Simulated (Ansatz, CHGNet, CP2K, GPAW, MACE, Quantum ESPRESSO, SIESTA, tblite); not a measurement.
**Cu(111)/C(111) interface (72 atoms): one structure in several programs**

Wanted: errors and costs of other methods on Cu(111)/C(111) interface (72 atoms). A plane-wave run serves as the reference.

Method: Kohn-Sham DFT, PBE, SSSP efficiency 1.3.0 pseudopotentials, plane waves, in Quantum ESPRESSO 7.5.

In doubt: a PseudoDojo file used here is known to give poor structures and forces (SIESTA), which bears on pressures, cells, forces and phonons.

### 1. The starting structure

The cell holds 72 atoms: 18 Cu and 54 C. Cell: a = 6.718 Å, b = 7.618 Å, c = 10.557 Å, α = 90.0°, β = 90.0°, γ = 100.9°. Fcc Cu(111), 2 repeat layers, 9 surface cells, strained -0.66 and -0.66 %; diamond-structure C(111), 3 layers, 9 cells, +0.67 and +0.67 %; outer planes 2.18 Å apart and 1.67 Å at the second interface of the periodic stack; not relaxed, displaced by a Gaussian of 0.02 Å. Then every atom was moved at random, 0.02 Å r.m.s. a Cartesian component. Regions: Cu, 18 atoms (18 Cu); C, 54 atoms (54 C). The structure's axis is c.

### 2. Plane-wave reference

File pw.in:

```
&control
  calculation = 'scf'
  pseudo_dir = './pseudo'
  outdir = './tmp'
  disk_io = 'none'
  tprnfor = .true.
  tstress = .true.
/
&system
  ibrav = 0
  nat = 72
  ntyp = 2
  ecutwfc = 60
  ecutrho = 480
  nosym = .true.
  occupations = 'smearing'
  smearing = 'fd'
  degauss = 0.003675
/
&electrons
  conv_thr = 3.6e-07
  electron_maxstep = 100
  mixing_beta = 0.2
  mixing_mode = 'local-TF'
  diagonalization = 'david'
/
ATOMIC_SPECIES
Cu 63.546 Cu.upf
C 12.011 C.upf
CELL_PARAMETERS angstrom
6.71810 0.00000 0.00000
-1.43961 7.48043 0.00000
0.00000 0.00000 10.55683
ATOMIC_POSITIONS crystal
Cu 0.67161 0.78078 0.00231
Cu 0.44333 0.40899 0.19734
Cu 0.66115 0.43929 0.00207
Cu 0.44200 0.07223 0.20675
Cu 0.66706 0.10823 0.99644
Cu 0.44450 0.74241 0.20296
Cu 0.33057 0.88563 0.99979
Cu 0.11622 0.51761 0.19464
Cu 0.33487 0.56271 0.00122
Cu 0.10895 0.18347 0.19911
Cu 0.33725 0.22915 0.99775
Cu 0.10868 0.85282 0.20490
[... 56 atom lines left out ...]
C 0.90557 0.14626 0.65152
C 0.01120 0.99626 0.60160
C 0.12742 0.18108 0.84240
C 0.89240 0.13844 0.79364
K_POINTS gamma
```

Launch:

```console
> OMP_NUM_THREADS=1 mpirun -np 2 pw.x -in pw.in > output.txt
```

The program printed:

```text
Program PWSCF
     gamma-point specific algorithms are used
     Parallelization info
     sticks:   dense  smooth     PW     G-vecs:    dense   smooth      PW
     Min        3428    1714    427               317836   112353   14055
     Max        3429    1715    428               317839   112354   14056
     Sum        6857    3429    855               635675   224707   28111
     bravais-lattice index     =            0
     lattice parameter (alat)  =      12.6954  a.u.
     unit-cell volume          =    3580.1659 (a.u.)^3
     number of atoms/cell      =           72
     number of atomic types    =            2
     number of electrons       =       414.00
     number of Kohn-Sham states=          248
     kinetic-energy cutoff     =      60.0000  Ry
[... lines left out ...]
     scf convergence threshold =      3.6E-07
[... lines left out ...]
     number of k points=     1  Fermi-Dirac smearing, width (Ry)=  0.0037
[... lines left out ...]
     total energy              =   -4829.95441787 Ry
[... lines left out ...]
     total energy              =   -4828.61922567 Ry
[... lines left out ...]
     total energy              =   -4829.01019493 Ry
[... lines left out ...]
     total energy              =   -4828.94998320 Ry
[... lines left out ...]
     total energy              =   -4828.94998332 Ry
[... lines left out ...]
    -4.7400  -4.5022  -4.2508  -4.0943  -3.9188  -3.3509  -3.2116  -3.0360
    -2.8915  -2.3943  -2.2748  -1.8551  -1.8097  -1.6379  -1.6249  -0.9380
[...]
18.6416  18.7340  18.7869  18.8840  18.9599  19.0454  19.1418  19.4500
    19.5048  19.6831  19.7617  19.8104  19.9130  19.9589  20.0312  20.0834
     the Fermi energy is    12.8533 ev
!    total energy              =   -4828.94998319 Ry
     total all-electron energy =    -63692.047055 Ry
     estimated scf accuracy    <       0.00000023 Ry
     smearing contrib. (-TS)   =      -0.01080020 Ry
     internal energy E=F+TS    =   -4828.93918299 Ry
     The total energy is F=E-TS. E is the sum of the following terms:
     one-electron contribution =    -601.54154430 Ry
     hartree contribution      =     762.10352772 Ry
     xc contribution           =   -1054.90691997 Ry
     ewald contribution        =   -1984.51344425 Ry
     one-center paw contrib.   =   -1950.08080219 Ry
     convergence has been achieved in  17 iterations
     Forces acting on atoms (cartesian axes, Ry/au):
     atom    1 type  1   force =    -0.00846420   -0.01424942    0.04508892
     atom    2 type  1   force =     0.01290700   -0.00408899    0.04622781
     atom    3 type  1   force =     0.00644310    0.00882642    0.03931644
[...]
atom   71 type  2   force =    -0.04022527    0.00633976   -0.07094765
     atom   72 type  2   force =     0.05135753    0.08706812    0.07032311
     Total force =     0.733549     Total SCF correction =     0.001851
     Computing stress (Cartesian axis) and pressure
          total   stress  (Ry/bohr**3)                   (kbar)     P=       20.51
  -0.00009722  -0.00023270   0.00009066          -14.30      -34.23       13.34
  -0.00023270   0.00014339  -0.00009066          -34.23       21.09      -13.34
   0.00009066  -0.00009066   0.00037203           13.34      -13.34       54.73
     Message from routine punch:
     Nothing written, as per user request (disk_io='none')
```

Run time: 3.3 min. Hardware: 2 MPI ranks of Arm Neoverse V1, shared host; peak memory 1.5 GiB; 6.5 min of CPU time.

Banners, paths, timers and routine set-up lines are dropped from the logs unmarked, and long logs keep their key lines alone; longer cuts are marked.

Numbers from this run:

```
r.m.s. force component : 1.283 eV/Å
longest force          : 4.678 eV/Å
pressure               : 2.051 GPa
```

### 3. Local order

Pair distribution functions g(r), in bins of 0.2 Å:

```csv
r (Å),total,C-C,C-Cu,Cu-Cu
1.40,0.49,0.87,0.00,0.00
1.60,2.87,5.11,0.00,0.00
1.80,0.00,0.00,0.00,0.00
2.00,0.04,0.00,0.10,0.00
2.20,0.55,0.00,1.47,0.00
2.40,1.06,1.69,0.04,1.50
2.60,3.69,4.42,0.76,14.66
2.80,0.20,0.30,0.09,0.00
3.00,2.29,3.70,0.54,0.00
3.20,0.17,0.00,0.45,0.00
3.40,0.51,0.10,1.21,0.00
3.60,0.90,1.13,0.30,2.49
3.80,0.75,1.08,0.33,0.19
4.00,0.95,1.23,0.69,0.00
4.20,0.34,0.13,0.71,0.00
4.40,2.54,3.13,0.90,7.18
4.60,1.40,1.48,1.50,0.06
4.80,0.49,0.20,1.01,0.00
5.00,0.93,0.87,0.83,1.99
5.20,1.09,1.42,0.65,0.74
5.40,0.84,0.87,0.95,0.00
5.60,1.17,1.25,1.02,1.25
5.80,1.11,0.77,1.67,0.91
6.00,0.43,0.28,0.74,0.00
6.20,0.57,0.42,0.75,0.81
6.40,1.23,1.27,1.35,0.10
6.60,1.02,1.02,0.99,1.29
6.80,1.94,2.13,1.42,3.38
```

### 4. The ladder

The programs:
- CHGNet: machine-learned potential, published weights.
- CP2K 2026.2: Gaussian basis with GTH pseudopotentials and a plane-wave density; labels give functional, basis (MOLOPT sets; SR short-range, UZH the newer set with its own potentials), grid cutoff/relative cutoff and solver (OT: orbital transformation; TRS4, TC2, SIGN: linear-scaling purification with its sparsity filter), or its built-in tight binding.
- GPAW 26.7.0: PAW with atomic orbitals (LCAO), plane waves or a real-space grid of spacing h.
- MACE: machine-learned potential, published weights.
- SIESTA 5.4.2: numerical atomic orbitals, whose automatically made sets are far from complete, with PseudoDojo norm-conserving potentials that we converted to its format (checked against plane waves on the same files for H, C, O, Si, Ge and Ca alone); labels give functional, basis size, energy shift and mesh cutoff.
- tblite 0.8.0: extended tight binding, driven from Python.

All use the same cell and atoms; the electronic-structure runs use the same k-mesh, and an electronic temperature of 580 K (0.05 eV) where levels are smeared.

Differences are against the plane-wave reference, forces as r.m.s. over components; share is that over the reference's r.m.s. force, slope the least-squares factor from reference forces to these. Total energies of different programs have different zeros and aren't compared.

```csv
run,"Δ force, r.m.s. (meV/Å)",share (%),slope,Δ pressure (GPa),cores,CPU time,memory (GiB)
reference,-,-,-,-,2,6.5 min,1.5
CHGNet 0.3.0 potential,338,26.4,0.904,-4.62,1,6.5 s,3.4
"CP2K PBE, DZVP-MOLOPT-SR, 280/50 Ry, diagonalisation (coarse)",309,24.1,1.006,3.07,2,16 min,1.1
"CP2K PBE, DZVP-MOLOPT-SR, 800/20 Ry, diagonalisation (coarse)",247,19.3,1.003,3.69,4,12 min,4.5
"CP2K PBE, DZVP-MOLOPT-SR, 800/50 Ry, diagonalisation",28.3,2.21,1.017,1.82,4,20 min,4.4
"CP2K PBE, SZV-MOLOPT-SR, 800/50 Ry, diagonalisation (coarse)",369,28.8,1.219,7.67,2,8.3 min,2.1
"GPAW PBE, LCAO dzp, h 0.2 Å",84.4,6.58,1.048,-,1,3.6 min,0.72
"GPAW PBE, LCAO szp(dzp), h 0.2 Å (coarse)",259,20.2,1.060,-,1,2.7 min,0.71
"GPAW PBE, grid h 0.18 Å",33.8,2.63,1.008,-,2,10 min,1.7
"GPAW RPBE, LCAO dzp, h 0.2 Å",102,7.92,1.059,-,1,3.7 min,0.75
MACE MP-0b2 small potential,397,30.9,0.901,-4.80,1,8.2 s,0.69
MACE MP-0b3 medium potential,456,35.5,0.789,4.16,1,9.3 s,1.4
"SIESTA PBE, DZP, shift 0.01 Ry, mesh 500 Ry",127,9.89,1.034,3.14,4,11 min,2.0
"SIESTA PBE, DZP, shift 0.04 Ry, mesh 500 Ry (coarse)",325,25.3,1.001,-19.4,2,4.6 min,1.1
"SIESTA PBE, SZP, shift 0.01 Ry, mesh 500 Ry (coarse)",422,32.9,1.056,3.83,2,7.9 min,1.5
tblite GFN1-xTB,314,24.5,0.960,-0.319,1,3.9 s,0.12
```

Rows marked coarse were listed beforehand as settings not expected to be converged; some can still land near the reference.

Times of the machine-learned potentials are mostly Python's start and the loading of weights.

CPU time is summed over cores on a shared host, where runs went side by side, so it is rough. Symmetry, cutoffs, thresholds, outputs and thread counts weren't matched or tuned between programs; memory under MPI is the largest rank's times the ranks.

Mean charges by element (e), by run and scheme:

```csv
run,scheme,Cu,C
"CP2K PBE, DZVP-MOLOPT-SR, 800/50 Ry, diagonalisation",Mulliken,+0.01,0.00
"CP2K PBE, DZVP-MOLOPT-SR, 800/50 Ry, diagonalisation",Hirshfeld,+0.10,-0.03
"SIESTA PBE, DZP, shift 0.01 Ry, mesh 500 Ry",Hirshfeld,+0.15,-0.05
tblite GFN1-xTB,Mulliken,+0.05,-0.02
```

Within one program, basis, potentials and functional, energies share a zero. Each run against its twin at the usual cutoff or grid and solver:

```csv
run,twin,Δ energy (meV/atom),"Δ force, r.m.s. (meV/Å)",CPU time over the twin's
"CP2K PBE, DZVP-MOLOPT-SR, 280/50 Ry, diagonalisation","DZVP-MOLOPT-SR, 800/50 Ry, diagonalisation",-7.02,306,0.84 (this twin ran on 4 cores)
"CP2K PBE, DZVP-MOLOPT-SR, 800/20 Ry, diagonalisation","DZVP-MOLOPT-SR, 800/50 Ry, diagonalisation",-16.9,244,0.61
```

### 5. Results

| Quantity | Value |
| --- | --- |
| reference r.m.s. force component | 1.28 eV/Å |
| nearest in forces | CP2K PBE, DZVP-MOLOPT-SR, 800/50 Ry, diagonalisation, 2.2 % |
| farthest in forces | MACE MP-0b3 medium potential, 36 % |
| cheapest electronic-structure run beside the reference | tblite GFN1-xTB, 3.9 s of CPU time |

What this shows: PBE on plane waves or a grid with other potentials, cutoffs or grids, coarse settings apart, differs from the reference by 2.6 % (GPAW PBE, grid h 0.18 Å) of the r.m.s. force; this holds the reference's own error, so differences of a few per cent don't tell which side is nearer the exact PBE result. The PBE runs in local orbitals, coarse settings apart, differ by 2.2 % (CP2K PBE, DZVP-MOLOPT-SR, 800/50 Ry, diagonalisation) to 9.9 % (SIESTA PBE, DZP, shift 0.01 Ry, mesh 500 Ry); basis, grid and potentials can all enter. Tight binding differs by 24 % (tblite GFN1-xTB); it is another model, with fitted parameters of its own, and the xTB methods hold dispersion. Machine-learned potentials differ by 26 % (CHGNet 0.3.0 potential) to 36 % (MACE MP-0b3 medium potential); they were trained on other programs' data. Among those trained on PBE data the slope goes as low as 0.79, which softening far from their training structures can give, though the reference's k-sampling is untested too. Rows with another functional or a dispersion term differ by 7.9 % (GPAW RPBE, LCAO dzp, h 0.2 Å), which mixes the change of model with differences of basis and potentials. Runs with settings chosen to be coarse differ by 19 % (CP2K PBE, DZVP-MOLOPT-SR, 800/20 Ry, diagonalisation) to 33 % (SIESTA PBE, SZP, shift 0.01 Ry, mesh 500 Ry), their programs' other errors included. Of the electronic-structure runs that take under half the reference's CPU time, GPAW PBE, LCAO szp(dzp), h 0.2 Å comes nearest, at 20 % in 2.7 min against 6.5 min. CP2K PBE, SZV-MOLOPT-SR, 800/50 Ry, diagonalisation stiffens the forces by a factor of 1.22 while following their directions (correlation 0.989); the slopes of the 4 CP2K runs lie between 1.00 and 1.22. In pressure, SIESTA PBE, DZP, shift 0.04 Ry, mesh 500 Ry misses by -19.4 GPa, at the same functional. Charges hang on model, scheme and program or settings: among these rows the mean for Cu runs from +0.01 to +0.15 e. In the reference: levels near the Fermi energy are neither full nor empty under the smearing, so no gap is quoted. Periodic xTB results under one method name differ between programs and library versions. The potentials hold different valence shells: 414 electrons in the reference, 558 in SIESTA; this bears on time and differences. The reference's pressure holds the uncorrected Pulay stress of its 60 Ry basis, so small pressure differences, and their order, may be the reference's own error. A potential file of the SIESTA runs is in doubt, which bears on their forces and pressure. Machine-learned potentials mimic data converged in k, so the reference's own k-point error enters their differences. The reference's stress is far from hydrostatic: its diagonal is -1.4, 2.1, 5.5 GPa, compression counted positive. The host structure and its lattice constant were typed by rule, without a check against the phase diagram. The reference's pressure of 2.1 GPa belongs to a cell and atoms that aren't relaxed at this level. The electronic-structure runs sample only Γ, in a cell whose shortest periodic width is 7 Å, which is coarse for a cell with partly filled levels.

[Also dropped from logs without a mark: logging warnings of Python, and SIESTA's first energy breakdown and zero terms.]

[Logs are printed without paths, hosts, clocks, repeated set-up lines and the standing remarks that a program may print on its own settings, such as how far it seeks lower states.]

[Hosts, paths, dates, database ids (printed as entryN), source tags and the programs' standing remarks are cut or masked in the printed files.]
